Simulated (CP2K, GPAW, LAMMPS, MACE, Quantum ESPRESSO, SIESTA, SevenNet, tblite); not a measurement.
# Running amorphous 43Bi2O3-57BaO (mol %) (99 atoms) with CP2K

Aim: run amorphous 43Bi2O3-57BaO (mol %) (99 atoms) in CP2K and see how near its forces come to a plane-wave reference, and at what cost.

Calculated with CP2K 2026.2; the method is named at each step.

### 1. Set-up

The cell holds 99 atoms: 26 Bi, 17 Ba and 56 O. Cell: a = 11.487 Å, b = 11.487 Å, c = 11.487 Å, α = 90.0°, β = 90.0°, γ = 90.0°. 99 atoms (26 Gd, 17 Ba, 56 O) placed at random at 8.51 g/cm³, melted at 5000 K for 10 ps at fixed volume with the Morse and Coulomb pair potential with partial charges (Pedone, Malavasi, Menziani, Cormack and Segre, J. Phys. Chem. B 110, 11780 (2006)). Quenched from 5000 K to 300 K at 50 K/ps and fixed volume, held 5 ps, then minimised at fixed cell. Then Gd was replaced by Bi and the cell scaled by 1.02 (the potential has no terms for the new elements, so the cell is a start for a DFT relaxation).

The yardstick, on the same geometry:

```
method                                           : Kohn-Sham DFT, PBE, SSSP efficiency 1.3.0 pseudopotentials, plane waves (Quantum ESPRESSO 7.5); sssp-pbe-1.3.0-efficiency, cutoffs 60/480 Ry, Γ point
r.m.s. force component                           : 0.6952 eV/Å
longest force                                    : 2.42 eV/Å
pressure                                         : 21.23 GPa
gap (highest filled to lowest empty level) : 1.235 eV
time                                             : 13 min on 4 MPI ranks of Arm Neoverse V1, shared host
CPU time                                         : 51 min
```

### 2. PBE, DZVP-UZH, 600/50 Ry, diagonalisation

Method: Kohn-Sham DFT, PBE, GTH-PBE pseudopotentials, Gaussian and plane waves, DZVP-MOLOPT (UZH set), diagonalisation.

The input, input.inp:

```
&GLOBAL
  PROJECT cell
  RUN_TYPE ENERGY_FORCE
  PRINT_LEVEL LOW
&END GLOBAL
&FORCE_EVAL
  METHOD QS
  STRESS_TENSOR ANALYTICAL
  &DFT
    BASIS_SET_FILE_NAME BASIS_MOLOPT_UZH
    POTENTIAL_FILE_NAME POTENTIAL_UZH
    &MGRID
      CUTOFF 600
      REL_CUTOFF 50
      NGRIDS 5
    &END MGRID
    &QS
      EPS_DEFAULT 1.0E-12
    &END QS
    &SCF
      SCF_GUESS ATOMIC
      EPS_SCF 5.0E-06
      MAX_SCF 200
      ADDED_MOS 14
      &DIAGONALIZATION
        ALGORITHM STANDARD
      &END DIAGONALIZATION
      &SMEAR ON
        METHOD FERMI_DIRAC
        ELECTRONIC_TEMPERATURE [K] 580
      &END SMEAR
      &MIXING
        METHOD BROYDEN_MIXING
        ALPHA 0.3
        NBROYDEN 12
      &END MIXING
      &PRINT
        &RESTART OFF
        &END RESTART
      &END PRINT
    &END SCF
    &XC
      &XC_FUNCTIONAL PBE
      &END XC_FUNCTIONAL
    &END XC
    &PRINT
      &MULLIKEN ON
      &END MULLIKEN
      &HIRSHFELD ON
        SHAPE_FUNCTION DENSITY
      &END HIRSHFELD
      &MO ON
        EIGENVALUES T
        OCCUPATION_NUMBERS T
        MO_INDEX_RANGE 307 330
        &EACH
          QS_SCF 0
        &END EACH
        ADD_LAST NUMERIC
      &END MO
    &END PRINT
  &END DFT
  &SUBSYS
    &CELL
      A 11.48663 0.00000 0.00000
      B 0.00000 11.48663 0.00000
      C 0.00000 0.00000 11.48663
    &END CELL
    &TOPOLOGY
      COORD_FILE_NAME structure.xyz
      COORD_FILE_FORMAT XYZ
    &END TOPOLOGY
    &KIND Bi
      BASIS_SET DZVP-MOLOPT-PBE-GTH-q5
      POTENTIAL GTH-PBE-q5
    &END KIND
    &KIND Ba
      BASIS_SET DZVP-MOLOPT-PBE-GTH-q10
      POTENTIAL GTH-PBE-q10
    &END KIND
    &KIND O
      BASIS_SET DZVP-MOLOPT-PBE-GTH-q6
      POTENTIAL GTH-PBE-q6
    &END KIND
  &END SUBSYS
  &PRINT
    &FORCES ON
    &END FORCES
    &STRESS_TENSOR ON
    &END STRESS_TENSOR
  &END PRINT
&END FORCE_EVAL
```

The input, structure.xyz:

```xyz
99

Bi 0.14025 6.94551 6.14420
Bi 8.95153 6.06161 9.76938
Bi 0.77075 9.99314 4.62142
Bi 5.93020 3.51939 8.79474
Bi 3.68020 3.43129 2.87924
Bi 3.54615 8.49207 6.26240
Bi 2.96458 2.36831 9.91939
Bi 8.32091 3.28472 2.63159
Bi 10.04219 8.54387 8.37835
Bi 5.44960 11.47675 8.27037
Bi 8.58591 11.42690 2.13468
Bi 10.18853 2.53177 11.23243
Bi 11.45837 2.91565 4.78074
Bi 8.65093 0.71596 5.12396
Bi 11.15168 9.16243 0.50093
Bi 8.30449 1.86106 7.97321
Bi 2.90646 0.14140 3.20075
Bi 7.66687 7.98516 0.77317
Bi 7.77025 9.41352 6.27480
Bi 5.97489 2.74186 4.83955
Bi 9.44821 8.57925 4.00022
Bi 4.95866 9.74193 11.44803
Bi 3.28460 4.66989 7.17662
Bi 5.91963 7.63114 8.67424
Bi 5.89884 6.10193 2.82893
Bi 2.86993 1.44490 6.32684
Ba 5.60226 1.31361 0.81325
Ba 7.07450 4.09303 11.47411
Ba 11.25575 0.04962 7.45574
Ba 2.39841 10.11283 8.79853
Ba 5.53621 9.64739 3.76095
Ba 8.48265 10.94641 10.33555
Ba 6.30386 6.07413 5.89046
Ba 1.40160 7.10724 9.60443
Ba 10.38908 6.08435 2.42058
Ba 2.80549 8.15861 2.20635
Ba 0.42615 1.47442 2.05358
Ba 2.10711 5.88081 4.05386
Ba 1.30959 4.61751 0.61408
Ba 1.70186 11.31249 11.33443
Ba 0.02573 3.57223 8.45301
Ba 4.09487 6.21565 10.85624
Ba 8.92385 5.05308 6.56162
O 5.78834 8.66827 6.57690
O 10.38196 11.39393 0.63406
O 7.97884 7.22417 8.01261
O 9.46326 8.86102 1.88840
O 8.24993 1.87910 0.76122
O 3.01604 1.78215 1.51095
O 10.32223 3.62920 1.73046
O 1.26387 0.77845 4.79774
O 9.34506 8.11864 10.60388
O 0.92674 2.30743 10.97134
O 5.46867 7.84043 1.33153
O 4.21778 2.51810 7.79023
O 9.87747 2.27114 6.39334
[... 39 atom lines left out ...]
O 5.84853 3.72615 2.37854
O 1.61514 3.39395 6.30903
O 7.11562 1.38288 3.46816
O 2.34948 4.60671 9.34380
```

Command:

```
$ OMP_NUM_THREADS=1 mpirun -np 4 cp2k.psmp -i input.inp > output.txt
```

Numbers of over 12 decimals in the logs are rounded to 6 here.

What it wrote:

```text
CP2K| version string:                                       CP2K version 2026.2
 CP2K| Input file name                                                 input.inp
 GLOBAL| Basis set file name                                    BASIS_MOLOPT_UZH
 GLOBAL| Potential file name                                       POTENTIAL_UZH
 GLOBAL| Run type                                                   ENERGY_FORCE
 GLOBAL| Total number of message passing processes                             4
 GLOBAL| Number of threads for this process                                    1
 TOTAL NUMBERS AND MAXIMUM NUMBERS
  Total number of            - Atomic kinds:                                   3
                             - Atoms:                                         99
                             - Shell sets:                                    99
                             - Shells:                                       512
                             - Primitive Cartesian functions:                512
                             - Cartesian basis functions:                   1403
                             - Spherical basis functions:                   1304
  Maximum angular momentum of- Orbital basis functions:                        2
                             - Local part of the GTH pseudopotential:          2
                             - Non-local part of the GTH pseudopotential:      4
 SCF PARAMETERS         Density guess:                                    ATOMIC
                        max_scf:                                             200
                        eps_scf:                                        5.00E-06
                        added MOs                                        14    0
                        Mixing method:                            BROYDEN_MIXING
                                                charge density mixing in g-space
                        Smear method:                                FERMI_DIRAC
                        Electronic temperature [K]:                        580.0
                        Electronic temperature [a.u.]:                  1.84E-03
                        Accuracy threshold:                             1.00E-10
 Extrapolation method: initial_guess
 Number of electrons:                                                        636
 Number of occupied orbitals:                                                318
 Number of molecular orbitals:                                               332
 Number of orbital functions:                                               1304
 Number of independent orbital functions:                                   1304
 SCF WAVEFUNCTION OPTIMIZATION
  Step     Update method      Time    Convergence         Total energy    Change
     1 NoMix/Diag. 0.30E+00    6.8     1.07812052     -1487.2574984734 -1.49E+03
     2 Broy./Diag. 0.30E+00    9.1     0.54162915     -1381.4438320432  1.06E+02
     3 Broy./Diag. 0.30E+00    9.1     0.18256406     -1475.7065954959 -9.43E+01
     4 Broy./Diag. 0.30E+00    9.1     0.20241979     -1476.3798104852 -6.73E-01
[...]
14 Broy./Diag. 0.30E+00    9.4     0.00000533     -1473.2646437327  2.26E-04
    15 Broy./Diag. 0.30E+00    9.4     0.00000298     -1473.2646218043  2.19E-05
  *** SCF run converged in    15 steps ***
  Electronic density on regular grids:       -636.0000000000        0.0000000000
  Core density on regular grids:              635.9999999991       -0.0000000009
  Total charge density on r-space grids:       -0.0000000009
  Total charge density g-space grids:          -0.0000000009
  Overlap energy of the core charge distribution:               1.60794e-07
  Self energy of the core charge distribution:              -3510.784901
  Core Hamiltonian energy:                                    906.099267
  Hartree energy:                                            1431.917285
  Exchange-correlation energy:                               -300.496271
  Electronic entropic energy:                                  -1.05137e-06
  Fermi energy:                                                 0.338341
  Total energy:                                             -1473.264622
  Total energy (extrapolated to T->0):                      -1473.264621
 MO| EIGENVALUES AND OCCUPATION NUMBERS
 MO|
 MO|  Index      Eigenvalue [a.u.]        Eigenvalue [eV]             Occupation
 MO|    307               0.286364               7.792354               2.000000
 MO|    308               0.289992               7.891092               2.000000
 MO|    309               0.292278               7.953280               2.000000
[...]
MO|    329               0.396367              10.785701               0.000000
 MO|    330               0.398891              10.854378               0.000000
 MO| Sum:                                                             636.000000
 MO| E(Fermi):            0.338341 a.u.          9.206719 eV
 !-----------------------------------------------------------------------------!
                     Mulliken Population Analysis
 #  Atom  Element  Kind  Atomic population                           Net charge
       1     Bi       1          3.478795                              1.521205
       2     Bi       1          3.464670                              1.535330
       3     Bi       1          3.390784                              1.609216
[...]
98     O        3          7.011586                             -1.011586
      99     O        3          7.104548                             -1.104548
 # Total charge                            636.000000                  0.000000
 !-----------------------------------------------------------------------------!
 !-----------------------------------------------------------------------------!
                           Hirshfeld Charges
  #Atom  Element  Kind  Ref Charge     Population                    Net charge
      1       Bi     1       5.000          4.453                         0.547
      2       Bi     1       5.000          4.430                         0.570
      3       Bi     1       5.000          4.443                         0.557
[...]
98       O      3       6.000          6.329                        -0.329
     99       O      3       6.000          6.382                        -0.382
  Total Charge                                                           -0.000
 !-----------------------------------------------------------------------------!
 ENERGY| Total FORCE_EVAL ( QS ) energy [hartree]          -1473.264614
 FORCES| Atomic forces [hartree/bohr]
 FORCES|   Atom     x               y               z               |f|
 FORCES|      1 -3.51163095E-03  1.59333755E-02  5.60736284E-03   1.72524354E-02
 FORCES|      2  3.38412209E-03 -1.71788942E-02  8.58908989E-03   1.95022858E-02
 FORCES|      3 -1.15211757E-02 -2.93547845E-03 -1.49600268E-04   1.18902020E-02
[...]
FORCES|     98  3.07876282E-03 -1.76628064E-02 -2.73481501E-02   3.27012969E-02
 FORCES|     99 -1.14454766E-02  5.38533390E-03  1.10290966E-02   1.67821849E-02
 FORCES| Sum    -1.89973428E-03  4.09512714E-03 -4.55225592E-03
 FORCES| Total atomic force                                       6.41109122E-03
 STRESS| Analytical stress tensor [bar]
 STRESS|                        x                   y                   z
 STRESS|      x        2.84755935619E+05  -1.91444610813E+03  -1.05635644911E+04
 STRESS|      y       -1.91444610813E+03   2.20480919360E+05   3.64895064094E+03
 STRESS|      z       -1.05635644911E+04   3.64895064094E+03   2.70494052674E+05
 STRESS| 1/3 Trace                                             2.58576969218E+05
```

The job ended after 2.8 min (4 MPI ranks of Arm Neoverse V1, shared host; peak memory 8.8 GiB; 11 min of CPU time).

Banners, paths, timers and routine set-up lines are dropped from the logs unmarked, and long logs keep their key lines alone; longer cuts are marked.

Numbers from this run, and their distance from the reference:

* r.m.s. force component: 0.7524 eV/Å
* r.m.s. difference of force components: 91.89 meV/Å
* longest difference of force vectors: 317.3 meV/Å
* force difference over r.m.s. force: 13.22 %
* slope of forces against the reference's: 1.077
* correlation of force components: 0.995
* gap (highest filled to lowest empty level): 1.155 eV
* gap difference: -0.0802 eV
* pressure: 25.86 GPa
* pressure difference: 4.628 GPa

This run lies far from the reference in forces at the same functional. Basis and potentials both differ; the latter hold 636 valence electrons against the reference's 896.

Length of the force difference by element (eV/Å):

| element | atoms | mean | most |
| --- | --- | --- | --- |
| Ba | 17 | 0.14 | 0.30 |
| Bi | 26 | 0.15 | 0.32 |
| O | 56 | 0.14 | 0.30 |

Levels nearest the highest filled one (eV from it): -0.83, -0.73, -0.67, -0.51, -0.45, -0.41, -0.37, -0.32, -0.23, -0.14, -0.07, 0.00, 1.15, 1.40, 1.51, 1.62, 1.73, 1.85, 1.91, 1.96, 1.98, 2.09, 2.16, 2.23.

The surroundings of Bi23, picked at random, nearest first, numbered as they follow in the input and with coordinates relative to it.

| atom | x | y | z | distance (Å) | bonds | Hirshfeld charge (e) | Fx | Fy | Fz (eV/Å) |
| --- | --- | --- | --- | --- | --- | --- | --- | --- | --- |
| Bi23 | 0.00 | 0.00 | 0.00 | 0.00 | 6 | 0.60 | -0.09 | 0.39 | -0.31 |
| O78 | -1.03 | 1.86 | -0.63 | 2.22 | 5 | -0.33 | 0.79 | -0.25 | 0.27 |
| O97 | -1.67 | -1.28 | -0.87 | 2.27 | 4 | -0.35 | -1.07 | 0.30 | 0.11 |
| O68 | 1.90 | 0.81 | 0.99 | 2.29 | 5 | -0.35 | -0.32 | 0.45 | -0.20 |
| O99 | -0.94 | -0.06 | 2.17 | 2.36 | 6 | -0.38 | -0.59 | 0.28 | 0.57 |
| O62 | 1.05 | -0.35 | -2.14 | 2.41 | 5 | -0.36 | 0.06 | 0.98 | 0.50 |
| O55 | 0.93 | -2.15 | 0.61 | 2.42 | 4 | -0.32 | 0.45 | -0.36 | 0.70 |
| Bi4 | 2.65 | -1.15 | 1.62 | 3.31 | 6 | 0.52 | -0.78 | 0.64 | -1.21 |
| Bi26 | -0.41 | -3.22 | -0.85 | 3.36 | 6 | 0.58 | -0.08 | -0.42 | -0.06 |

Forces lie 13 % from the reference's, at 0.22 times its CPU time.

(Continued in part 2 of 2.)

[Also dropped from logs without a mark: logging warnings of Python, and SIESTA's first energy breakdown and zero terms.]

[Logs are printed without paths, hosts, clocks, repeated set-up lines and the standing remarks that a program may print on its own settings, such as how far it seeks lower states.]

[Hosts, paths, dates, database ids (printed as entryN), source tags and the programs' standing remarks are cut or masked in the printed files.]
